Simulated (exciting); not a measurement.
Consider TiO2 (Rutile), space group P4_2/mnm.

```
Ti O
1.0
     4.59220    0.00000    0.00000
     0.00000    4.59220    0.00000
     0.00000    0.00000    2.95740
Ti O
2 4
Direct
  0.50000 0.50000 0.50000
  0.00000 0.00000 0.00000
  0.80496 0.19504 0.50000
  0.69504 0.69504 0.00000
  0.19504 0.80496 0.50000
  0.30496 0.30496 0.00000
```

Absorber: atom 1, with 4 O at 1.95 Å and 2 O at 1.98 Å (octahedral, site symmetry mmm). Method: exciting, all-electron LAPW+lo, LDA, spinor conduction states, exchange and screened direct term (singlet BSE), 2×2×2 shifted k points, 26 conduction spinor bands, |G+q| up to 4.5 bohr⁻¹ (4 in the exchange term), full RPA screening with nempty = 58, Lorentzian half width 0.25 eV.

Q: Predict the Ti L₂,₃ near-edge structure at this level.

Bound core exciton? Yes on this mesh: the first bright state (over 5 % of the brightest) lies at -2.66 eV from the Kohn–Sham onset and at -2.97 eV from the lowest bare transition of its own mesh; weaker or dark states reach down to -3.33 eV. Maxima (height): -2.7 eV (0.73), -0.7 eV (1.00), 0.8 eV (0.23), 3.0 eV (0.79), 4.8 eV (0.72) and 6.6 eV (0.14).

Energy from the Kohn–Sham onset, core level to the lowest empty state found on the meshes used; Im ε in relative units:

| E (eV) | Im ε |
| --- | --- |
| -5.00 | 0.02 |
| -4.75 | 0.02 |
| -4.50 | 0.02 |
| -4.25 | 0.03 |
| -4.00 | 0.04 |
| -3.75 | 0.06 |
| -3.50 | 0.09 |
| -3.25 | 0.17 |
| -3.00 | 0.31 |
| -2.75 | 0.63 |
| -2.50 | 0.59 |
| -2.25 | 0.26 |
| -2.00 | 0.15 |
| -1.75 | 0.14 |
| -1.50 | 0.18 |
| -1.25 | 0.31 |
| -1.00 | 0.62 |
| -0.75 | 0.99 |
| -0.50 | 0.62 |
| -0.25 | 0.29 |
| 0.00 | 0.19 |
| 0.25 | 0.16 |
| 0.50 | 0.18 |
| 0.75 | 0.22 |
| 1.00 | 0.19 |
| 1.25 | 0.12 |
| 1.50 | 0.08 |
| 1.75 | 0.07 |
| 2.00 | 0.08 |
| 2.25 | 0.11 |
| 2.50 | 0.20 |
| 2.75 | 0.45 |
| 3.00 | 0.79 |
| 3.25 | 0.46 |
| 3.50 | 0.22 |
| 3.75 | 0.15 |
| 4.00 | 0.14 |
| 4.25 | 0.18 |
| 4.50 | 0.35 |
| 4.75 | 0.65 |
| 5.00 | 0.59 |
| 5.25 | 0.26 |
| 5.50 | 0.14 |
| 5.75 | 0.10 |
| 6.00 | 0.09 |
| 6.25 | 0.11 |
| 6.50 | 0.14 |
| 6.75 | 0.11 |
| 7.00 | 0.07 |
| 7.25 | 0.04 |
| 7.50 | 0.03 |
| 7.75 | 0.02 |
| 8.00 | 0.02 |
| 8.25 | 0.02 |
| 8.50 | 0.02 |
| 8.75 | 0.02 |
| 9.00 | 0.02 |
| 9.25 | 0.02 |
| 9.50 | 0.02 |
| 9.75 | 0.01 |
| 10.00 | 0.01 |
| 10.25 | 0.01 |
| 10.50 | 0.01 |
| 10.75 | 0.01 |
| 11.00 | 0.01 |

With 8 k points the binding energies are rough, and the weak maxima beyond the white lines are largely noise of the mesh. The multiplet shape isn't converged in the kernel cutoffs, and the cutoff of the direct term wasn't varied. Measured L₃ and L₂ lines of such d⁰ ions are about equally strong. The zero comes from the unshifted 4×4×4 ground-state mesh; it is exact only where the band minimum lies on that mesh. The structure is a published determination, not relaxed.

[Banner, clock and machine lines of the logs are left out without a mark of their own.]

[Logs are printed without paths, hosts, clocks, repeated set-up lines and the standing remarks that a program may print on its own settings, such as how far it seeks lower states.]

[Hosts, paths, dates, database ids (printed as entryN), source tags and the programs' standing remarks are cut or masked in the printed files.]
